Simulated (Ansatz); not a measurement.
**TaN (P-6m2) under biaxial strain in the (0001) plane, that of a and b**

Wanted: the shifts of the zone-centre modes of TaN (P-6m2) with strain.

Program: Ansatz 0.2.0. Level of theory: DFT PBEsol, scalar-relativistic, plane waves, PAW; PAW set soft_1. Results are calculated unless marked as measured.

This is a report of a sequence of runs, with most program output left out.

## Step 1: Starting point

The structure is hexagonal, space group P-6m2 (No. 187). The conventional cell has a = 2.938 Å, b = 2.938 Å, c = 2.883 Å, α = 90.00°, β = 90.00°, γ = 120.00°. Nearest to N lie 6 Ta at 2.23 Å. Nearest to Ta lie 6 N at 2.23 Å. Farther neighbours and most contacts between anions are not listed.

Structure file:

```cif
data_structure
_symmetry_space_group_name_H-M 'P 1'
_symmetry_Int_Tables_number 1
_cell_length_a 2.9380
_cell_length_b 2.9380
_cell_length_c 2.8830
_cell_angle_alpha 90.000
_cell_angle_beta 90.000
_cell_angle_gamma 120.000
_cell_volume 21.55
loop_
_atom_site_label
_atom_site_type_symbol
_atom_site_fract_x
_atom_site_fract_y
_atom_site_fract_z
_atom_site_occupancy
N1 N 0.66667 0.33333 0.00000 1
Ta2 Ta 0.00000 0.00000 0.50000 1
```

## Step 2: Bringing the structure to rest

Harmonic phonons are second derivatives at a point where the forces vanish, and they are wanted at zero stress, so atoms and cell are relaxed first.

File input.yaml:

```yaml
crystal:
  lattice:
    - [2.938, 0.0, 0.0]
    - [-1.469, 2.5443826363, 0.0]
    - [0.0, 0.0, 2.883]
  atoms:
    - { symbol: "N", position: [0.66666667, 0.33333333, 0.0] }
    - { symbol: Ta, position: [0.0, 0.0, 0.5] }
kpoints:
  mp_grid: { grid: [18, 18, 14] }
hamiltonian:
  xc: pbesol
  pseudopotentials: { kind: paw, azcp: { folder: soft_1 }, xc_functional: pbe }
scf:
  occupations: { method: gaussian, width: 0.1 }
output:
  forces: true
  stress: true
  eigenvalues: true
relax:
  adjacent_minimum: "off"
  f_tol: 0.005
  max_steps: 80
  cell: { stress_tol: 0.05 }
```

Started as:

```
ansatz run input.yaml --threads 4 --pin off --max-ram 10240MiB --backend cpu --events-out ev --progress --plain --runs-dir out
```

Wall time 24 s (4 threads of Intel Xeon at 2.50GHz (Skylake/Cascade Lake), shared host); peak memory 0.46 GiB; 86 s of CPU time.

Step by step:

```
step  energy less that of the first step (eV)  largest force component (eV/Å)  pressure (GPa)  volume (Å³)
   1                                   0.0000                          0.0000           -4.93        21.55
   2                                  -0.0026                          0.0000            3.15        21.07
   3                                  -0.0051                          0.0000            0.11        21.25
   4                                  -0.0051                          0.0000           -0.01        21.25
  5*                                  -0.0047                          0.0000           -0.04        21.25
```

Relaxation steps marked * repeat the geometry before them on a plane-wave basis chosen anew for their cell, so energy and pressure can jump there.

The run keeps the 12 symmetry operations that it works with, so distortions that break them were not tested.

```
conventional cell, symmetrised  before  after  change
                         a (Å)   2.938  2.924  -0.5 %
                         b (Å)   2.938  2.924  -0.5 %
                         c (Å)   2.883  2.871  -0.4 %
              volume (Å³/atom)   10.78  10.63  -1.4 %
```

Final coordinates:

```
N Ta
1.0
     2.92399    0.00000    0.00000
    -1.46200    2.53225    0.00000
     0.00000    0.00000    2.87059
N Ta
1 1
Direct
  0.66667 0.33333 0.00000
  0.00000 0.00000 0.50000
```

Numbers from this step:

- pressure: -0.04293 GPa
- volume per atom: 10.63 Å³
- gap on the k-mesh: 0 eV

In this step the volume went from 10.78 to 10.63 Å³/atom.

## Step 3: Tight relaxation

Phonons need small forces and stress, so the relaxation is finished with tight tolerances on 18×18×16 k points.

input.yaml, the sections that differ from step 2:

```yaml
crystal:
  lattice:
    - [2.9239930434, 0.0, 0.0]
    - [-1.4619965217, 2.5322522561, 0.0]
    - [0.0, 0.0, 2.8705888219]
  atoms:
    - { symbol: "N", position: [0.6666666667, 0.3333333333, 0.0] }
    - { symbol: Ta, position: [0.0, 0.0, 0.5] }
kpoints:
  mp_grid: { grid: [18, 18, 16] }
scf:
  occupations: { method: methfessel_paxton, width: 0.2 }
relax:
  adjacent_minimum: "off"
  f_tol: 0.001
  max_steps: 60
  cell: { stress_tol: 0.01 }
# hamiltonian, output: as in step 2
```

It took 21 s on 4 threads; peak memory 0.47 GiB.

Little changed from the start: no atom moved by 0.005 Å and no cell edge by 0.1 %.

Numbers from this step:

```
pressure : -0.003181 GPa
```

The forces vanish by symmetry and the pressure is -0.003 GPa, within the tolerances set. The cell now holds 10.63 Å³/atom.

## Step 4: Zone-centre response at rest

Phonons follow from the second derivative of the energy, found here by linear response.

The modes at rest are the reference of the series.

input.yaml, the sections that differ from step 3:

```yaml
crystal:
  lattice:
    - [2.9238313694, 0.0, 0.0]
    - [-1.4619156847, 2.5321122423, 0.0]
    - [0.0, 0.0, 2.8706066532]
  atoms:
    - { symbol: "N", position: [0.6666666667, 0.3333333333, 0.0] }
    - { symbol: Ta, position: [0.0, 0.0, 0.5] }
output:
  eigenvalues: true
phonons:
  method: dfpt
# kpoints, hamiltonian, scf: as in step 3
# relax: removed
```

It took 53 s on 4 threads; peak memory 0.94 GiB; 2.9 min of CPU time.

This step gave:

```yaml
sum_rule_residual_before_enforcement: 1.47e-5 eV/Å²
point_group: -6m2
highest_optical_mode_at_the_zone_centre_no_lo_to_term: 554.3 cm⁻¹
lowest_optical_zone_centre_mode: 532.2 cm⁻¹
```

Patterns of degenerate modes are one choice out of their space. Modes at Γ, with each element's share of the kinetic energy:

```
mode  frequency (cm⁻¹)  symmetry  N %  Ta %
   1               0.0  acoustic    7    93
   2               0.0  acoustic    7    93
   3               0.0  acoustic    7    93
   4             532.2        E'   93     7
   5             532.2        E'   93     7
   6             554.3      A2''   93     7
```

Displacements in mode 5 (532.2 cm⁻¹), the largest set to 1:
```
N1   0.00  1.00  0.00
Ta2  0.00 -0.08  0.00
```

Displacements in mode 6 (554.3 cm⁻¹), the largest set to 1:
```
N1   0.00  0.00  1.00
Ta2  0.00  0.00 -0.08
```

Before it was imposed, the acoustic sum rule was missed by 1.5e-5 eV/Å². Small misses are needed for a sound result but don't prove that mesh and cutoff are converged. The lowest optical mode is real, 532 cm⁻¹.

## Step 5: Relaxation of a member: biaxial strain of +4 % in the (0001) plane, that of a and b

The cell takes a biaxial strain of +4 % in the (0001) plane, that of a and b. The strained lengths are held, while the rest of the cell and the atoms relax.

input.yaml, the sections that differ from step 4:

```yaml
crystal:
  lattice:
    - [3.0407846242, 0.0, 0.0]
    - [-1.5203923121, 2.633396732, 0.0]
    - [0.0, 0.0, 2.8415804433]
  atoms:
    - { symbol: "N", position: [0.6666666667, 0.3333333333, 0.0] }
    - { symbol: Ta, position: [0.0, 0.0, 0.5] }
output:
  forces: true
  stress: true
  eigenvalues: true
relax:
  adjacent_minimum: "off"
  f_tol: 0.001
  max_steps: 60
  cell: { stress_tol: 0.01, fix: [a, b, gamma] }
# kpoints, hamiltonian, scf: as in step 4
# phonons: removed
```

It took 36 s on 4 threads; peak memory 0.49 GiB; 2.1 min of CPU time.

Step by step:

```
step  energy less that of the first step (eV)  largest force component (eV/Å)  pressure (GPa)  volume (Å³)
   1                                   0.0000                          0.0000          -19.77        22.75
   2                                  -0.0002                          0.0000          -17.82        22.62
   3                                  -0.0006                          0.0000          -18.83        22.69
   4                                  -0.0006                          0.0000          -18.82        22.69
  5*                                  -0.0005                          0.0000          -18.83        22.69
   6                                  -0.0005                          0.0000          -18.82        22.69
  7*                                  -0.0005                          0.0000          -18.82        22.69
```

Relaxation steps marked * repeat the geometry before them on a plane-wave basis chosen anew for their cell, so energy and pressure can jump there. Relaxation step 2 was tried and not accepted.

The run keeps the 12 symmetry operations that it works with, so distortions that break them were not tested.

```
conventional cell, symmetrised  before  after  change
                         a (Å)   3.041  3.041  +0.0 %
                         b (Å)   3.041  3.041  +0.0 %
                         c (Å)   2.842  2.833  -0.3 %
              volume (Å³/atom)   11.38  11.34  -0.3 %
```

Final coordinates:

```
N Ta
1.0
     3.04078    0.00000    0.00000
    -1.52039    2.63340    0.00000
     0.00000    0.00000    2.83316
N Ta
1 1
Direct
  0.66667 0.33333 0.00000
  0.00000 0.00000 0.50000
```

Numbers from this step:

```yaml
pressure: -18.82 GPa
volume_per_atom: 11.34 Å³
```

The forces vanish by symmetry.

The cell shrank by 0.3 % in volume.

## Step 6: Zone-centre modes of the member: biaxial strain of +4 % in the (0001) plane, that of a and b

The zone-centre modes follow for biaxial strain of +4 % in the (0001) plane, that of a and b.

input.yaml, the sections that differ from step 5:

```yaml
crystal:
  lattice:
    - [3.0407846242, 0.0, 0.0]
    - [-1.5203923121, 2.633396732, 0.0]
    - [0.0, 0.0, 2.8331551784]
  atoms:
    - { symbol: "N", position: [0.6666666667, 0.3333333333, 0.0] }
    - { symbol: Ta, position: [0.0, 0.0, 0.5] }
output:
  eigenvalues: true
phonons:
  method: dfpt
# kpoints, hamiltonian, scf: as in step 5
# relax: removed
```

It took 2.5 min on 4 threads; peak memory 0.98 GiB.

Numbers from this step:

```yaml
sum_rule_residual_before_enforcement: 3.01e-5 eV/Å²
highest_optical_mode_at_the_zone_centre_no_lo_to_term: 500.6 cm⁻¹
lowest_optical_zone_centre_mode: 480.7 cm⁻¹
```

Patterns of degenerate modes are one choice out of their space. Modes at Γ, with each element's share of the kinetic energy:

```
mode  frequency (cm⁻¹)  symmetry  N %  Ta %
   1               0.0  acoustic    7    93
   2               0.0  acoustic    7    93
   3               0.0  acoustic    7    93
   4             480.7        E'   93     7
   5             480.7        E'   93     7
   6             500.6      A2''   93     7
```

The lowest optical mode is real, 481 cm⁻¹, and the highest lies at 500.6 cm⁻¹.

For the highest optical mode at the zone centre (no LO-TO term), step 4 gave 554 cm⁻¹; this run, with strain 4 %, gives 501 cm⁻¹ (-10 %).

## Step 7: Relaxation of a member: biaxial strain of -4 % in the (0001) plane, that of a and b

The cell takes a biaxial strain of -4 % in the (0001) plane, that of a and b. The strained lengths are held, while the rest of the cell and the atoms relax.

input.yaml, the sections that differ from step 6:

```yaml
crystal:
  lattice:
    - [2.8068781146, 0.0, 0.0]
    - [-1.4034390573, 2.4308277526, 0.0]
    - [0.0, 0.0, 2.9057164413]
  atoms:
    - { symbol: "N", position: [0.6666666667, 0.3333333333, 0.0] }
    - { symbol: Ta, position: [0.0, 0.0, 0.5] }
output:
  forces: true
  stress: true
  eigenvalues: true
relax:
  adjacent_minimum: "off"
  f_tol: 0.001
  max_steps: 60
  cell: { stress_tol: 0.01, fix: [a, b, gamma] }
# kpoints, hamiltonian, scf: as in step 6
# phonons: removed
```

Wall time 1.7 min (4 threads); peak memory 0.49 GiB.

Step by step:

```
step  energy less that of the first step (eV)  largest force component (eV/Å)  pressure (GPa)  volume (Å³)
   1                                   0.0000                          0.0000           28.10        19.83
   2                                  -0.0006                          0.0000           24.74        19.96
   3                                  -0.0010                          0.0000           25.89        19.92
   4                                  -0.0010                          0.0000           25.91        19.91
  5*                                  -0.0012                          0.0000           25.92        19.91
   6                                  -0.0012                          0.0000           25.91        19.92
  7*                                  -0.0012                          0.0000           25.91        19.92
```

Relaxation steps marked * repeat the geometry before them on a plane-wave basis chosen anew for their cell, so energy and pressure can jump there.

Forces are held to the 12 operations that the run works with; a distortion that breaks them can't arise in this run.

```
conventional cell, symmetrised  before  after  change
                         a (Å)   2.807  2.807  +0.0 %
                         b (Å)   2.807  2.807  +0.0 %
                         c (Å)   2.906  2.919  +0.5 %
              volume (Å³/atom)    9.91   9.96  +0.5 %
```

The relaxed structure:

```cif
data_structure
_symmetry_space_group_name_H-M 'P 1'
_symmetry_Int_Tables_number 1
_cell_length_a 2.8069
_cell_length_b 2.8069
_cell_length_c 2.9189
_cell_angle_alpha 90.000
_cell_angle_beta 90.000
_cell_angle_gamma 120.000
_cell_volume 19.92
loop_
_atom_site_label
_atom_site_type_symbol
_atom_site_fract_x
_atom_site_fract_y
_atom_site_fract_z
_atom_site_occupancy
N1 N 0.66667 0.33333 0.00000 1
Ta2 Ta 0.00000 0.00000 0.50000 1
```

Numbers from this step:

- pressure: 25.91 GPa
- volume per atom: 9.958 Å³

The forces vanish by symmetry.

## Step 8: Modes of this member: biaxial strain of -4 % in the (0001) plane, that of a and b

The zone-centre modes follow for biaxial strain of -4 % in the (0001) plane, that of a and b.

input.yaml, the sections that differ from step 7:

```yaml
crystal:
  lattice:
    - [2.8068781146, 0.0, 0.0]
    - [-1.4034390573, 2.4308277526, 0.0]
    - [0.0, 0.0, 2.9188570892]
  atoms:
    - { symbol: "N", position: [0.6666666667, 0.3333333333, 0.0] }
    - { symbol: Ta, position: [0.0, 0.0, 0.5] }
output:
  eigenvalues: true
phonons:
  method: dfpt
# kpoints, hamiltonian, scf: as in step 7
# relax: removed
```

Run time: 2.5 min. Hardware: 4 threads; peak memory 0.9 GiB; 4.1 min of CPU time.

Numbers from this step:

```
sum-rule residual before enforcement                    : 4.93e-5 eV/Å²
highest optical mode at the zone centre (no LO-TO term) : 595.2 cm⁻¹
lowest optical zone-centre mode                         : 572.4 cm⁻¹
```

Patterns of degenerate modes are one choice out of their space. Modes at Γ, with each element's share of the kinetic energy:

```
mode  frequency (cm⁻¹)  symmetry  N %  Ta %
   1               0.0  acoustic    7    93
   2               0.0  acoustic    7    93
   3               0.0  acoustic    7    93
   4             572.4        E'   93     7
   5             572.4        E'   93     7
   6             595.2      A2''   93     7
```

The lowest optical mode is real, 572 cm⁻¹, and the highest lies at 595.2 cm⁻¹.

Between step 4 and this run (strain -4 %) the value for the highest optical mode at the zone centre (no LO-TO term) moves from 554 cm⁻¹ to 595 cm⁻¹ (+7 %).

## Step 9: All members side by side

The members are set side by side, also those not shown above.

Stress is positive in compression; energies are extrapolated to zero smearing, and E0 is that at rest; the edges not held and the atoms are relaxed in each cell; all runs use 18×18×16 k points and Methfessel-Paxton smearing of 0.2 eV. State of the crystal along the series:

```
strain (%)  in-plane stress (GPa)  free strain along c (%)  E - E0 (meV/atom)
        -4                  38.86                    1.681              96.42
        -3                  28.05                    1.223              53.05
        -2                  17.98                   0.7909              23.06
        -1                  8.646                   0.3828              5.643
         0              -0.001925                        0                  0
         1                 -7.985                  -0.3601              5.387
         2                 -15.33                  -0.6965              21.07
         3                 -22.07                   -1.011              46.34
         4                 -28.23                   -1.305              80.51
```

Optical modes are counted from below at rest and tracked from member to member by their patterns, and modes that stay within 0.3 cm⁻¹ of each other stand once; labels, where given, are those at rest; the edges not held and the atoms are relaxed in each cell; all runs use 18×18×16 k points and Methfessel-Paxton smearing of 0.2 eV. Optical modes along the series:

```
strain (%)  optical mode 1 E' (cm⁻¹)  optical mode 2 A2'' (cm⁻¹)
        -4                     572.4                       595.2
        -3                     563.8                       586.4
        -2                       554                       576.6
        -1                     543.5                       565.8
         0                     532.2                       554.3
         1                     520.1                         542
         2                     507.5                       528.9
         3                     494.4                       515.1
         4                     480.7                       500.6
```

Value and slope at zero strain of a cubic (a lower polynomial where under five rows exist) through the rows within 2 % of rest. Slopes at rest:

```
               mode  frequency (cm⁻¹)  shift per percent of strain (cm⁻¹)  shift per GPa of compressive stress (cm⁻¹)
  optical mode 1 E'             532.2                              -11.69                                        1.41
optical mode 2 A2''             554.3                              -11.95                                        1.44
```

## Step 10: Summary of results

```
members                                                          : 9
highest optical mode at the zone centre (no LO-TO term), at rest : 554.3 cm⁻¹
biaxial modulus in the (0001) plane, that of a and b             : 831 GPa
optical mode 1 E', shift per percent                             : -11.69 cm⁻¹
optical mode 2 A2'', shift per percent                           : -11.95 cm⁻¹
```

**Reading.** The stress changes by 8.31 GPa for each percent, a biaxial modulus of 831 GPa in the (0001) plane, that of a and b. For each percent the free edge responds with -0.37 %. The fastest shift in the table of slopes is -11.9 cm⁻¹ for each percent (optical mode 2 A2''), or 1.4 cm⁻¹ for each GPa of compressive stress. For small strain, the measured shift of a line that Raman or infrared light can see, divided by its slope, estimates the stress, if the state of stress is of this kind. These are harmonic frequencies at zero temperature: anharmonic shifts, linewidths and thermal expansion are left out. Spin-orbit coupling is left out, which can matter for the heavy elements here. With no gap, or one that is small against the smearing, the frequencies hang on the k mesh and the smearing, most of all near Kohn anomalies. The PAW files were made for PBE; the program adapts parts of them to the functional of the run, but their partial waves stay those of PBE, an approximation that was not tested in this session. Only the zone centre was solved, so an instability at another wavevector cannot show here.

[Logs are printed without paths, hosts, clocks, repeated set-up lines and the standing remarks that a program may print on its own settings, such as how far it seeks lower states.]

[Hosts, paths, dates, database ids (printed as entryN), source tags and the programs' standing remarks are cut or masked in the printed files.]
